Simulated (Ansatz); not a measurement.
## NaHI2, from a guessed structure to a relaxed one

Starting from a made-up structure for NaHI2, the aim is the relaxed cell, its shortest contacts and, where a second run follows, its electronic structure.

Method: DFT, PBE, plane-wave PAW, files of the set soft_1, scalar-relativistic, no spin, cell and ions relaxed at zero pressure; PAW set soft_1, in Ansatz 0.2.0.

## 1. The structure

It takes space group R-3m (No. 166, trigonal). The conventional cell has a = 4.832 Å, b = 4.832 Å, c = 18.925 Å, α = 90.00°, β = 90.00°, γ = 120.00°. I has 1 H at 1.58 Å and 1 I at 3.16 Å and 3 Na at 3.20 Å nearest. Na has 6 I at 3.20 Å nearest. H has 2 I at 1.58 Å nearest. Farther neighbours and most contacts between anions are not listed.

## 2. Relaxation of the guess

The guess takes its coordinates from another compound and its volume from a rule, so the cell and any free coordinates are relaxed together.

input.yaml

```yaml
crystal:
  lattice:
    - [2.416, 1.39487825, 6.308333333]
    - [-2.416, 1.39487825, 6.308333333]
    - [0.0, -2.789756501, 6.308333333]
  atoms:
    - { symbol: I, position: [0.583566667, 0.583566667, 0.583566667] }
    - { symbol: I, position: [0.416433333, 0.416433333, 0.416433333] }
    - { symbol: Na, position: [0.0, 0.0, 0.0] }
    - { symbol: H, position: [0.5, 0.5, 0.5] }
kpoints:
  mp_grid: { grid: [7, 7, 7] }
scf:
  occupations: { method: fermi_dirac, width: 0.05 }
hamiltonian:
  xc: pbe
  pseudopotentials: { kind: paw, azcp: { folder: soft_1 } }
relax:
  f_tol: 0.015
  max_steps: 70
  cell: {}
output:
  forces: true
  stress: true
```

The run is started by

```sh
$ ansatz run input.yaml --threads 4 --pin off --max-ram 8192MiB --backend cpu --events-out ev --progress --plain --runs-dir out
```

Numbers of over 12 decimals in the logs are rounded to 6 here.

The program printed:

```text
basis.fft_grid_basis auto: the FFT boxes are laid along the combinations [[1, 0, -1], [0, 1, -1], [0, 0, 1]] of the cell's own vectors, 4.832, 4.832 and 6.898 Å long. The dense box has 36×36×48 points. Along the cell's own vectors, as sized, it would have 48×48×48, 1.78 times as many. Of the 12 symmetry operations that the crystal satisfies within crystal.symmetry.tolerance (time reversal apart; of a slab, those that [...]
Engine: ansatz 0.2.0, aarch64-unknown-linux-gnu
Pseudopotentials: kind: paw
Pseudopotential: I, paw, valence charge 17, recommended cutoff 420 eV (normal), soft_1/I.paw.azcp
Pseudopotential: Na, paw, valence charge 9, recommended cutoff 420 eV (normal), soft_1/Na.paw.azcp
Pseudopotential: H, paw, valence charge 1, recommended cutoff 420 eV (normal), soft_1/H.paw.azcp
Functional definition: PBE
  parameter kappa = 0.804
  parameter beta = 0.066725
  exchange = pbe_x(kappa = kappa, mu = beta*pi^2/3)
  correlation = pbe_c(beta = beta)
Crystal: 4 atoms, lattice volume = 127.555 Å³
Basis set: ecut = 420 eV, 2451 PW (Γ), FFT grids on a1−a3, a2−a3, a3, exchange–correlation on 72×72×96 points (8 copies of the dense FFT grid, shifted against one another)
Bands: 27, of which v1, the nominal top of the filled ones, is band 22 counted from 1 (21 counted from 0)
Symmetry: 12 space group operations
Space group: R-3m (ITA 166), of the structure as read, at distance tolerance 5.0e-5 Å
k-points: 44 of 343
Non-local potential: I, projectors of the file, l = 0: 2, l = 1: 2, l = 2: 2, l = 3: 1
Non-local potential: Na, projectors of the file, l = 0: 3, l = 1: 2, l = 2: 1
Non-local potential: H, projectors of the file, l = 0: 2, l = 1: 1
PAW form: soft (Blöchl's): semilocal exchange-correlation on the pseudo side does not see the compensation charge
PAW one-centre angular grid: I, 590 points (default); XC on 64 Gauss nodes
PAW one-centre angular grid: Na, 110 points (default); XC on 64 Gauss nodes
PAW one-centre angular grid: H, 110 points (default); XC on 64 Gauss nodes
Initial density: superposition of atomic densities (chi_scale 0.1, normalization cell, long waves kept (reshape's long-wave potential 0.04 eV rms))
Initial wavefunctions: pseudopotential atomic-orbital guess
Functional: x = pbe(κ = 0.804, μ = 0.219515), c = pbe(β = 0.066725)
SCF iter   1: F=—  HF=-16530.526475 eV  |F-HF|=—  |Δ(HF+E_count)|=         —  Δρ=4.93e-2  dr2=3.52e0  ethr=3.10e-3  ⟨swp⟩=8.4  Hψ=6200  notcnv=0
preconditioner: auto → Resta (q_TF=auto, 2.285 Å⁻¹)  ε∞=2.7  [insulator: Δε(μ)=2.567 eV  Ē_g=10.195 eV  σ=0.050 eV  W_gap=1.00  n_scr=28 (ndim 8)  ℏωp=13.2 eV  f_vac=0.157  D(μ)=0.00/eV (n_scr^D=0)  ε∞_Penn≈2.7]
SCF iter   2: F=—  HF=-16529.233744 eV  |F-HF|=—  |Δ(HF+E_count)|=    1.29e0  Δρ=1.81e-2  dr2=6.06e-1  ethr=3.10e-3  ⟨swp⟩=3.5  Hψ=2892  notcnv=0  defer=42
SCF iter   3: F=—  HF=-16529.005314 eV  |F-HF|=—  |Δ(HF+E_count)|=   2.28e-1  Δρ=4.64e-3  dr2=5.70e-2  ethr=1.38e-3  ⟨swp⟩=3.5  Hψ=2075  notcnv=0  defer=42
SCF iter   4: F=—  HF=-16528.987858 eV  |F-HF|=—  |Δ(HF+E_count)|=   1.75e-2  Δρ=1.15e-3  dr2=3.66e-3  ethr=1.29e-4  ⟨swp⟩=3.4  Hψ=1715  notcnv=0  defer=43
SCF iter   5: F=—  HF=-16528.988401 eV  |F-HF|=—  |Δ(HF+E_count)|=   5.43e-4  Δρ=5.61e-4  dr2=3.46e-4  ethr=8.32e-6  ⟨swp⟩=2.0  Hψ=1826  notcnv=0  defer=43
SCF iter   6: F=—  HF=-16528.988719 eV  |F-HF|=—  |Δ(HF+E_count)|=   3.17e-4  Δρ=1.12e-4  dr2=1.88e-5  ethr=7.86e-7  ⟨swp⟩=2.0  Hψ=2146  notcnv=0  defer=43
SCF iter   7: F=—  HF=-16528.988765 eV  |F-HF|=—  |Δ(HF+E_count)|=   4.62e-5  Δρ=2.13e-5  dr2=9.67e-7  ethr=4.28e-8  ⟨swp⟩=2.0  Hψ=1541  notcnv=0  defer=43
SCF iter   8: F=-16528.988769 eV  HF=-16528.988769 eV  |F-HF|=1.22e-7  |Δ(HF+E_count)|=   4.50e-6  Δρ=6.12e-6  dr2=5.32e-8  ethr=2.27e-10  ⟨swp⟩=6.0  Hψ=4815  notcnv=0
SCF 1 converged in 8 iterations: F = -16528.988769 eV  dr2 = 5.32e-8
  greatest PAW one-centre occupation: 0.999 electrons in one spin orbital (limit 2), on the Na atom at site 2 (counted from 0), in its partial waves of l = 0
relax step   1: F+E_penalty+E_count = -16528.98876936 eV  Δ(F+E_penalty+E_count) = +0.000e0 eV  max|allowed force component| = 6.461e0 eV/Å  Δτ_max = 0.0000 Å  P = +9.679 GPa  Ω = 127.555 Å³  (8 SCF iters, dr2 threshold 1.00e-7 eV, accepted)
Crystal: 4 atoms, lattice volume = 132.183 Å³
Basis set: ecut = 420 eV, 2565 PW (Γ), FFT grids on a1−a3, a2−a3, a3, exchange–correlation on 72×72×96 points (8 copies of the dense FFT grid, shifted against one another)
Initial density: handed on by an earlier stage of this run
Initial wavefunctions: those handed on with the density
iter 1 solved again at ethr=2.11e-4 eV; its pass at ethr=3.10e-3 eV (dr2=9.30e-2 eV) is discarded
SCF iter   1: F=—  HF=-16530.569155 eV  |F-HF|=—  |Δ(HF+E_count)|=         —  Δρ=1.14e-2  dr2=9.30e-2  ethr=2.11e-4  ⟨swp⟩=1.5  Hψ=8161  notcnv=0
preconditioner: auto → Resta (q_TF=auto, 2.271 Å⁻¹)  ε∞=2.6  [insulator: Δε(μ)=3.493 eV  Ē_g=10.307 eV  σ=0.050 eV  W_gap=1.00  n_scr=28 (ndim 8)  ℏωp=12.9 eV  f_vac=0.239  D(μ)=0.00/eV (n_scr^D=0)  ε∞_Penn≈2.6]
SCF iter   2: F=—  HF=-16530.563729 eV  |F-HF|=—  |Δ(HF+E_count)|=   5.43e-3  Δρ=5.94e-3  dr2=2.86e-2  ethr=2.11e-4  ⟨swp⟩=2.0  Hψ=1408  notcnv=0
SCF iter   3: F=—  HF=-16530.563752 eV  |F-HF|=—  |Δ(HF+E_count)|=   2.25e-5  Δρ=6.41e-4  dr2=7.17e-4  ethr=6.51e-5  ⟨swp⟩=2.4  Hψ=1703  notcnv=0
SCF iter   4: F=—  HF=-16530.563971 eV  |F-HF|=—  |Δ(HF+E_count)|=   2.19e-4  Δρ=2.86e-4  dr2=1.32e-4  ethr=1.63e-6  ⟨swp⟩=3.0  Hψ=2112  notcnv=0
SCF iter   5: F=—  HF=-16530.564055 eV  |F-HF|=—  |Δ(HF+E_count)|=   8.46e-5  Δρ=9.04e-5  dr2=1.17e-5  ethr=3.00e-7  ⟨swp⟩=2.0  Hψ=1540  notcnv=0
SCF iter   6: F=—  HF=-16530.564061 eV  |F-HF|=—  |Δ(HF+E_count)|=   6.00e-6  Δρ=2.75e-5  dr2=1.46e-6  ethr=2.65e-8  ⟨swp⟩=2.0  Hψ=2104  notcnv=0
SCF iter   7: F=-16530.564063 eV  HF=-16530.564063 eV  |F-HF|=1.21e-7  |Δ(HF+E_count)|=   1.62e-6  Δρ=1.12e-5  dr2=1.26e-7  ethr=9.09e-10  ⟨swp⟩=5.0  Hψ=4443  notcnv=0
SCF 2 converged in 7 iterations: F = -16530.564063 eV  dr2 = 1.26e-7
relax step   2: F+E_penalty+E_count = -16530.56406292 eV  Δ(F+E_penalty+E_count) = -1.575e0 eV  max|allowed force component| = 5.857e-1 eV/Å  Δτ_max = 0.1916 Å  P = +3.101 GPa  Ω = 132.183 Å³  energy of the carried Pulay correction = -7.036e-4 eV  (7 SCF iters, dr2 threshold 4.00e-7 eV, accepted)
Crystal: 4 atoms, lattice volume = 139.885 Å³
Basis set: ecut = 420 eV, 2747 PW (Γ), FFT grids on a1−a3, a2−a3, a3, exchange–correlation on 72×72×96 points (8 copies of the dense FFT grid, shifted against one another)
iter 1 solved again at ethr=3.36e-5 eV; its pass at ethr=3.10e-3 eV (dr2=1.48e-2 eV) is discarded
SCF iter   1: F=—  HF=-16530.720923 eV  |F-HF|=—  |Δ(HF+E_count)|=         —  Δρ=2.99e-3  dr2=1.49e-2  ethr=3.36e-5  ⟨swp⟩=2.0  Hψ=7788  notcnv=0
preconditioner: auto → Resta (q_TF=auto, 2.250 Å⁻¹)  ε∞=2.5  [insulator: Δε(μ)=3.711 eV  Ē_g=10.186 eV  σ=0.050 eV  W_gap=1.00  n_scr=28 (ndim 8)  ℏωp=12.6 eV  f_vac=0.247  D(μ)=0.00/eV (n_scr^D=0)  ε∞_Penn≈2.5]
SCF iter   2: F=—  HF=-16530.716864 eV  |F-HF|=—  |Δ(HF+E_count)|=   4.06e-3  Δρ=1.39e-3  dr2=3.90e-3  ethr=3.36e-5  ⟨swp⟩=2.1  Hψ=1866  notcnv=0
SCF iter   3: F=—  HF=-16530.715592 eV  |F-HF|=—  |Δ(HF+E_count)|=   1.27e-3  Δρ=2.55e-4  dr2=3.35e-4  ethr=8.87e-6  ⟨swp⟩=2.1  Hψ=1407  notcnv=0
SCF iter   4: F=—  HF=-16530.715521 eV  |F-HF|=—  |Δ(HF+E_count)|=   7.12e-5  Δρ=1.00e-4  dr2=2.04e-5  ethr=7.60e-7  ⟨swp⟩=2.0  Hψ=1561  notcnv=0
SCF iter   5: F=—  HF=-16530.715530 eV  |F-HF|=—  |Δ(HF+E_count)|=   9.00e-6  Δρ=3.38e-5  dr2=2.27e-6  ethr=4.63e-8  ⟨swp⟩=2.8  Hψ=2005  notcnv=0
SCF iter   6: F=-16530.715532 eV  HF=-16530.715532 eV  |F-HF|=1.66e-8  |Δ(HF+E_count)|=   1.83e-6  Δρ=1.47e-5  dr2=1.91e-7  ethr=9.09e-10  ⟨swp⟩=5.2  Hψ=4559  notcnv=0
SCF 3 converged in 6 iterations: F = -16530.715532 eV  dr2 = 1.91e-7
relax step   3: F+E_penalty+E_count = -16530.71553203 eV  Δ(F+E_penalty+E_count) = -1.515e-1 eV  max|allowed force component| = 2.676e-1 eV/Å  Δτ_max = 0.0371 Å  P = +1.351 GPa  Ω = 139.885 Å³  energy of the carried Pulay correction = -1.821e-3 eV  (6 SCF iters, dr2 threshold 4.00e-7 eV, accepted)
[...]
relax step   4: F+E_penalty+E_count = -16530.75657653 eV  Δ(F+E_penalty+E_count) = -4.104e-2 eV  max|allowed force component| = 5.207e-2 eV/Å  Δτ_max = 0.0206 Å  P = +0.318 GPa  Ω = 146.265 Å³  energy of the carried Pulay correction = -2.698e-3 eV  (6 SCF iters, dr2 threshold 4.00e-7 eV, accepted)
[...]
relax step   5: F+E_penalty+E_count = -16530.75870141 eV  Δ(F+E_penalty+E_count) = -2.125e-3 eV  max|allowed force component| = 1.175e-2 eV/Å  Δτ_max = 0.0089 Å  P = -0.029 GPa  Ω = 149.486 Å³  energy of the carried Pulay correction = -3.127e-3 eV  (5 SCF iters, dr2 threshold 4.00e-7 eV, accepted)
[...]
relax step   6: F+E_penalty+E_count = -16530.75909384 eV  Δ(F+E_penalty+E_count) = -3.924e-4 eV  max|allowed force component| = 2.307e-3 eV/Å  Δτ_max = 0.0087 Å  P = -0.001 GPa  Ω = 149.640 Å³  energy of the carried Pulay correction = -3.147e-3 eV  (5 SCF iters, dr2 threshold 2.72e-8 eV, accepted)
[...]
relax step   7: F+E_penalty+E_count = -16530.76358195 eV  Δ(F+E_penalty+E_count) = -4.488e-3 eV  max|allowed force component| = 6.329e-4 eV/Å  Δτ_max = 0.0000 Å  P = +0.030 GPa  Ω = 149.640 Å³  stress off target by 6.89e-2 GPa  SCF on the basis re-selected at this cell (its energy is not comparable with the rows above)  (9 SCF iters)
[...]
relax step   8: F+E_penalty+E_count = -16530.76362408 eV  Δ(F+E_penalty+E_count) = -4.213e-5 eV  max|allowed force component| = 1.382e-3 eV/Å  Δτ_max = 0.0032 Å  P = -0.001 GPa  Ω = 149.836 Å³  energy of the carried Pulay correction = -2.056e-5 eV  (5 SCF iters, dr2 threshold 1.19e-8 eV, accepted)
iter 1 solved again at ethr=1.74e-6 eV; its pass at ethr=3.10e-3 eV (dr2=7.68e-4 eV) is discarded
SCF iter   1: F=—  HF=-16530.762937 eV  |F-HF|=—  |Δ(HF+E_count)|=         —  Δρ=6.95e-5  dr2=1.90e-7  ethr=1.74e-6  ⟨swp⟩=3.0  Hψ=8695  notcnv=0
eigensolver tolerance schedule: the retry pair's looser diagonalisation over-reported the residual by 4043.38 of it (diagonalisation noise at an unbounded share of the residual, at the tolerance the schedule requests for it); recorded, not acted on — ethr = c·dr2/N_el stays at c = 1.0e-1
preconditioner: auto → Resta (q_TF=auto, 2.224 Å⁻¹)  ε∞=2.5  [insulator: Δε(μ)=3.466 eV  Ē_g=9.967 eV  σ=0.050 eV  W_gap=1.00  n_scr=28 (ndim 8)  ℏωp=12.1 eV  f_vac=0.254  D(μ)=0.00/eV (n_scr^D=0)  ε∞_Penn≈2.5]
SCF iter   2: F=—  HF=-16530.763445 eV  |F-HF|=—  |Δ(HF+E_count)|=   5.08e-4  Δρ=3.51e-5  dr2=4.70e-8  ethr=4.31e-10  ⟨swp⟩=3.0  Hψ=2640  notcnv=0
SCF iter   3: F=—  HF=-16530.763620 eV  |F-HF|=—  |Δ(HF+E_count)|=   1.75e-4  Δρ=1.28e-5  dr2=6.22e-9  ethr=1.07e-10  ⟨swp⟩=2.8  Hψ=2198  notcnv=0
SCF iter   4: F=—  HF=-16530.763648 eV  |F-HF|=—  |Δ(HF+E_count)|=   2.81e-5  Δρ=7.74e-7  dr2=4.05e-10  ethr=1.41e-11  ⟨swp⟩=2.5  Hψ=1696  notcnv=0
SCF iter   5: F=-16530.763648 eV  HF=-16530.763648 eV  |F-HF|=1.06e-10  |Δ(HF+E_count)|=   4.79e-8  Δρ=1.05e-7  dr2=3.61e-11  ethr=1.00e-12  ⟨swp⟩=4.0  Hψ=5143  notcnv=0
SCF 9 converged in 5 iterations: F = -16530.763648 eV  dr2 = 3.61e-11
relax step   9: F+E_penalty+E_count = -16530.76364779 eV  Δ(F+E_penalty+E_count) = -2.371e-5 eV  max|allowed force component| = 1.356e-3 eV/Å  Δτ_max = 0.0000 Å  P = -0.001 GPa  Ω = 149.836 Å³  stress off target by 2.38e-3 GPa  SCF on the basis re-selected at this cell (its energy is not comparable with the rows above)  (5 SCF iters)
basis re-selected at this cell: Δ(F+E_penalty+E_count) = -2.371e-5 eV, ΔP = -0.000 GPa vs the last step (what re-selecting the basis moved, of the pressure what is left beyond the Pulay correction that the steps carried, after the strain that the cell walked since its last selection, with what the two solves' SCF thresholds leave and, on support functions, any second-order correction that the steps lacked; it is no m [...]
SCF converged after 5 iterations
Free energy (F): -16530.763648 eV
Harris-Foulkes:  -16530.763648 eV  (|F-HF|=1.06e-10)
Internal energy: -16530.763648 eV  (E = F + TS)
E sigma→0 (E₀):  -16530.763648 eV
Fermi energy:    2.980570 eV
--- Per-component energies (eV) ---
  E_band       = -1113.733459
  E_kinetic    = 442.870717
  E_local      = -6852.262296  (includes V_loc(G=0)·N_el)
  E_nonlocal   = 510.285788
  E_hartree    = 2911.777671
  E_xc         = -260.789926
  E_vxc        = -279.854308  (∫ρ·V_xc dr)
  E_paw        = -9862.252246  (= ΣΔE_a)
  E_vpaw       = -758.323227  (= ΣTr[D̂ρ^β])
  E_aug_tail   = -0.005605  (compensation charges beyond the density's cutoff)
  E_ewald      = -3420.387751
  E_smearing   = -0.000000  (= −TS)
  E_closure    = 0.000000  (closes the sum)
  Σ components = -16530.763648   (vs F -16530.763648, Δ=0.00e0)
--- Forces (eV/Å), atoms counted from 1 ---
  atom   1  I     -0.00000000    -0.00000000     0.00135573
  atom   2  I      0.00000000     0.00000000    -0.00135573
  atom   3  Na     0.00000000     0.00000000     0.00000000
  atom   4  H     -0.00000000     0.00000000    -0.00000000
  max |Σ_I F_I| component: 1.39e-17 eV/Å
--- Stress (GPa, compression-positive) ---
       -0.002383       0.000000      -0.000000
        0.000000      -0.002383      -0.000000
       -0.000000      -0.000000       0.000639
  P = ⅓ Tr σ = -0.0014 GPa (-0.014 kbar)
--- Relaxed structure (7 steps of the walk, 7 accepted, 2 SCFs on fresh bases) ---
  F+E_penalty+E_count = -16530.76364779 eV   max|allowed force component| = 1.356e-3 eV/Å   (the final SCF, on the basis selected at the relaxed cell)
  cell:  # Å, volume = 149.8359 Å³
    - [2.473410, 1.428024, 7.070223]
    - [-2.473410, 1.428024, 7.070223]
    - [0, -2.856048, 7.070223]
  atoms:
    - { symbol: I, position: [0.590462, 0.590462, 0.590462] }
    - { symbol: I, position: [0.409538, 0.409538, 0.409538] }
    - { symbol: Na, position: [3.666522538292227e-19, 3.6665225382922207e-19, 3.6665225391733544e-19] }
    - { symbol: H, position: [0.500000, 0.500000, 0.5] }
```

Wall time 28 s (4 threads of Arm Neoverse N1, shared host); peak memory 0.53 GiB.

Step by step:

```tsv
step	energy less that of the first step (eV)	largest force component (eV/Å)	pressure (GPa)	volume (Å³)
1	0.0000	6.4610	9.68	127.56
2	-1.5753	0.5857	3.10	132.18
3	-1.7268	0.2676	1.35	139.88
4	-1.7678	0.0521	0.32	146.26
5	-1.7699	0.0118	-0.03	149.49
6	-1.7703	0.0023	0.00	149.64
7*	-1.7748	0.0006	0.03	149.64
8	-1.7749	0.0014	0.00	149.84
9*	-1.7749	0.0014	0.00	149.84
```

Relaxation steps marked * repeat the geometry before them on a plane-wave basis chosen anew for their cell, so energy and pressure can jump there.

The run keeps the 12 symmetry operations that it works with, so distortions that break them were not tested.

```tsv
cell as run	before	after	change
a (Å)	6.898	7.625	+10.5 %
b (Å)	6.898	7.625	+10.5 %
c (Å)	6.898	7.625	+10.5 %
α (°)	41.01	37.85	-7.7 %
β (°)	41.01	37.85	-7.7 %
γ (°)	41.01	37.85	-7.7 %
volume (Å³/atom)	31.89	37.46	+17.5 %
```

The atoms that moved most (Å, as changes of fractional coordinates times the final cell):

```tsv
atom	dx	dy	dz	length
I1	0.000	0.000	0.146	0.146
I2	0.000	0.000	-0.146	0.146
```

Final coordinates:

```xyz
4
Lattice="2.4734 1.4280 7.0702 -2.4734 1.4280 7.0702 0.0000 -2.8560 7.0702" Properties=species:S:1:pos:R:3 pbc="T T T"
I     0.0000    0.0000   12.5241
I     0.0000    0.0000    8.6866
Na    0.0000    0.0000    0.0000
H     0.0000    0.0000   10.6053
```

This step gave:

| Item | Value |
| --- | --- |
| free energy | -16530.7636 eV |
| Fermi energy | 2.981 eV |
| gap by band count | 3.466 eV |
| electrons | 44 |
| symmetry operations | 12 |
| pressure | -0.001375 GPa |

Shortest distances by pair of elements, guess and relaxed (not always the same contact):

```tsv
pair	guess (Å)	relaxed (Å)
H–I	1.581	1.919
I–Na	3.203	3.282
I–I	3.163	3.838
H–Na	4.211	4.545
Na–Na	4.832	4.947
```

The relaxation ends with a largest force component of 0.0014 eV/Å and a pressure of 0.00 GPa.

## 3. Results

```
space group, relaxed : R-3m
conventional cell    : a = 4.947, b = 4.947, c = 21.211 Å; α = 90.0°, β = 90.0°, γ = 120.0°
volume per atom      : 37.46 Å³ (guess 31.89)
```

NaHI2 relaxes to R-3m with a = 4.947, b = 4.947 and c = 21.211 Å. The guessed volume was 15 % too small. The space group R-3m was held in the relaxation, so the end point is a stationary structure within it and may be a saddle against distortions or other arrangements. Mesh and cutoff weren't tested. A vector of the cell changed its length by 11 %, more than the volume shows. Spin-orbit coupling is left out, which can matter for elements this heavy. No dispersion term is used, so weakly bound directions may come out too long. Nothing here tests whether the compound is stable against decomposition.

[Logs are printed without paths, hosts, clocks, repeated set-up lines and the standing remarks that a program may print on its own settings, such as how far it seeks lower states.]

[Hosts, paths, dates, database ids (printed as entryN), source tags and the programs' standing remarks are cut or masked in the printed files.]
